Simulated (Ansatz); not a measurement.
# The gap of BaNaBr3 (cubic perovskite) (Pm-3m): a ladder of methods and an error budget, part 2 of 2

Wanted: the gap of BaNaBr3 (cubic perovskite) (Pm-3m) by functionals, hybrids and G0W0, carried to the basis limit, with what remains uncertain.

Ansatz 0.2.0; density functionals, hybrids, G0W0, plane waves, PAW. Known limits of the many-body steps: not at the basis limit; no spin-orbit coupling; coarse k mesh.

So far. Step 13 (G0W0, 2×2×2 mesh, 739 empty bands, screening to 120 eV): Against the run with 2×2×2 mesh, 343 empty bands, screening to 72 eV, the gap moves by +0.21 eV. Step 14 (G0W0@HSE06, 2×2×2 mesh, 739 empty bands, screening to …): Against the run with 2×2×2 mesh, 739 empty bands, screening to 120 eV on PBE, the gap moves by +0.62 eV, while the start moved by +1.11 eV.

The structure was built from a prototype and need not be the compound's stable phase.

In doubt: masses and optical values from hybrid runs of this build are listed as unsure (step 14), which bears on the screening that GW takes from such a start.

### Step 15. G0W0@PBE, 2×2×2 mesh, 739 empty bands, screening to 120 eV, plasmon pole

A plasmon pole stands in for the full frequency dependence of the screening; this run shows what that costs in accuracy.

This step: G0W0 on PBE, plane waves, PAW.

Contents of input.yaml:

```yaml
crystal:
  lattice:
    - [6.2793234105, 0.0, 0.0]
    - [0.0, 6.2793234105, 0.0]
    - [0.0, 0.0, 6.2793234105]
  atoms:
    - { symbol: Na, position: [0.0, 0.0, 0.0] }
    - { symbol: Ba, position: [0.5, 0.5, 0.5] }
    - { symbol: Br, position: [0.5, 0.5, 0.0] }
    - { symbol: Br, position: [0.5, 0.0, 0.5] }
    - { symbol: Br, position: [0.0, 0.5, 0.5] }
kpoints:
  mp_grid: { grid: [2, 2, 2] }
hamiltonian:
  xc: pbe
scf:
  occupations: { method: fixed }
gw:
  n_empty_bands: 739
  ecut_chi: 120.0
  qp_bands: [v2, c2]
  qp_kpoints: band_edges
  screening: { model: godby_needs }
```

On the command line:

```
$ ansatz run input.yaml --threads 4 --pin off --max-ram 17510MiB --backend cpu --events-out ev --progress --plain --runs-dir out
```

It took 1.8 min on 4 threads of Arm Neoverse V1, shared host; peak memory 4.2 GiB.

Numbers from this step:

```yaml
bands_summed: 759
plasmon_pole_fit_frequency: 14.93 eV
rpa_eps_infinity_on_this_mesh_eigenvalues: 2.545, 2.545, 2.545
plane_waves_in_the_screening_matrix: 739
g0w0_gap_on_the_mesh: 5.154 eV
k_of_the_valence_top: -0.5, -0.5, -0.5
k_of_the_conduction_bottom: 0, 0, 0
starting_gap_on_the_mesh: 2.850 eV
least_direct_g0w0_gap_on_the_computed_points: 5.315 eV
```

Against the run with 2×2×2 mesh, 739 empty bands, screening to 120 eV, the gap moves by −0.008 eV.

### Step 16. G0W0@PBE, 2×2×2 mesh, 1095 empty bands, screening to 156 eV, hard PAW files

Other atomic data (hard PAW) test the pseudisation: the cutoff goes from 420 to 700 eV and the valence electrons from 40 to 70, which opens shells that were frozen. Bands and screening cutoff change too, so the step is no clean test of the files.

input.yaml, as its differences from that of step 15:

```diff
@@ -15,2 +15,3 @@
   xc: pbe
+  pseudopotentials: { kind: paw, source: ansatz }
 scf:
@@ -18,6 +19,6 @@
 gw:
-  n_empty_bands: 739
-  ecut_chi: 120.0
+  n_empty_bands: 1095
+  ecut_chi: 156.0
   qp_bands: [v2, c2]
   qp_kpoints: band_edges
-  screening: { model: godby_needs }
+  screening: { model: contour_deformation }
```

The job ended after 5.9 min (4 threads; peak memory 11 GiB; 23 min of CPU time).

Numbers from this step:

| Item | Value |
| --- | --- |
| bands summed | 1130 |
| RPA ε∞ on this mesh (eigenvalues) | 2.544, 2.544, 2.544 |
| plane waves in the screening matrix | 1045 |
| G0W0 gap on the mesh | 5.233 eV |
| k of the valence top | -0.5, -0.5, -0.5 |
| k of the conduction bottom | 0, 0, 0 |
| starting gap on the mesh | 2.850 eV |
| least direct G0W0 gap on the computed points | 5.407 eV |

Against the run with 2×2×2 mesh, 739 empty bands, screening to 120 eV, the gap moves by +0.07 eV.

### Step 17. G0W0@PBEsol, 2×2×2 mesh, 739 empty bands, screening to 120 eV

This step: G0W0 on PBEsol, plane waves, PAW.

input.yaml, as its differences from that of step 16:

```diff
@@ -14,4 +14,3 @@
 hamiltonian:
-  xc: pbe
-  pseudopotentials: { kind: paw, source: ansatz }
+  xc: pbesol
 scf:
@@ -19,4 +18,4 @@
 gw:
-  n_empty_bands: 1095
-  ecut_chi: 156.0
+  n_empty_bands: 739
+  ecut_chi: 120.0
   qp_bands: [v2, c2]
```

Elapsed: 86 s, on 4 threads; peak memory 4.1 GiB; 5.6 min of CPU time.

Numbers from this step:

```
bands summed                                 : 759
RPA ε∞ on this mesh (eigenvalues)            : 2.581, 2.581, 2.581
plane waves in the screening matrix          : 739
G0W0 gap on the mesh                         : 5.154 eV
k of the valence top                         : -0.5, -0.5, -0.5
k of the conduction bottom                   : 0, 0, 0
starting gap on the mesh                     : 2.927 eV
least direct G0W0 gap on the computed points : 5.314 eV
```

Against the run with 2×2×2 mesh, 739 empty bands, screening to 120 eV on HSE06, the gap moves by −0.63 eV, while the start moved by −1.04 eV.

### Step 18. The ladder

Times are wall times on 4 threads of Arm Neoverse V1, shared host, good to a factor of about two. G0W0 rows are gaps on the mesh, lowered by the amount that the mesh misses the start's edges, a rough step that assumes the same correction there.

```
                                   level  gap (eV)  least direct gap (eV)     time
                                     PBE      2.86                   3.03    3.4 s
                                     LDA      2.74                   2.92    1.6 s
                                  PBEsol      2.94                   3.11    1.7 s
                                 PBE+SOC      2.77                   2.86     11 s
                                   HSE06      3.96                   4.15     22 s
                                    PBE0      4.68                   4.87     21 s
                                DDH-PBE0      5.77                   5.97     29 s
              G0W0@PBE (121 empty bands)      4.75                      -    4.8 s
              G0W0@PBE (343 empty bands)      4.95                      -     18 s
              G0W0@PBE (739 empty bands)      5.16                      -     88 s
            G0W0@HSE06 (739 empty bands)      5.78                      -  6.2 min
G0W0@PBE (739 empty bands, plasmon pole)      5.15                      -  1.8 min
   G0W0@PBE (1095 empty bands, hard PAW)      5.23                      -  5.9 min
           G0W0@PBEsol (739 empty bands)      5.15                      -     86 s
```

### Step 19. Adding up the best estimate

```
                                                                   term      eV  running total (eV)
                                             G0W0 on the mesh, top rung   5.162               5.162
to the limit, by a line in one over the bands through the two top rungs  +0.191               5.354
                                            spin-orbit change, from PBE  −0.095               5.259
```

Changes that are not added in, each against a run with equal bands and cutoff:

```
                                 change     eV
                            start HSE06  +0.62
plasmon pole in place of full frequency  −0.01
                           start PBEsol  −0.01
```

### Step 20. Results

- PBE gap: 2.86 eV, indirect
- HSE06: 3.96 eV
- PBE0: 4.68 eV
- DDH-PBE0: 5.77 eV
- G0W0, top rung on the mesh: 5.16 eV
- best estimate, G0W0@PBE with spin-orbit change: 5.26 eV
- GW settings of the top rung: 2×2×2 mesh, 739 empty bands, screening to 120 eV
- known limits: one-shot GW, static lattice; one k mesh, untested; coarse k mesh

**Reading.** The best estimate for G0W0@PBE is 5.26 eV, indirect by PBE+SOC, against 2.77 eV at the start (both with spin-orbit coupling). The pair of rungs below gives a limit −0.27 eV away. On hard PAW files with 1130 bands the gap on the mesh is 5.23 eV, against a limit of 5.35 eV on default PAW files; that run is itself short of its own limit, so the pair doesn't isolate the files. Of the changes left open the largest, +0.62 eV, comes from starting at HSE06. Among the functionals DDH-PBE0 comes nearest: +0.42 eV from the estimate without its spin-orbit term (5.35 eV). The RPA ε∞ on the GW mesh averages 2.5 against 2.5 from perturbation theory, which takes a denser mesh of its own and holds the xc response as well. All runs took 19 min, 89 % of it in G0W0. The 2×2×2 mesh is coarse for this cell (its supercell is 13 Å along the shortest edge). The RPA ε∞ on it, from the PBE start, is 2.54; such meshes misread the long-range screening, most where the gap is narrow. This is the ideal cubic cell; many perovskites, halides above all, are cubic only on average, and local tilts or off-centring can widen the gap.

[Paths, hosts, dates, memory and timing lines, banners, echoed tables and standing remarks are left out of the program output.]

[Logs are printed without paths, hosts, clocks, repeated set-up lines and the standing remarks that a program may print on its own settings, such as how far it seeks lower states.]

[Runs of the session that timed out or met a known fault of the program may be left out.]

[Cells called generated may have been cut or substituted from an entry of the Crystallography Open Database or the Materials Project.]

[Hosts, paths, dates, database ids (printed as entryN), source tags and the programs' standing remarks are cut or masked in the printed files.]
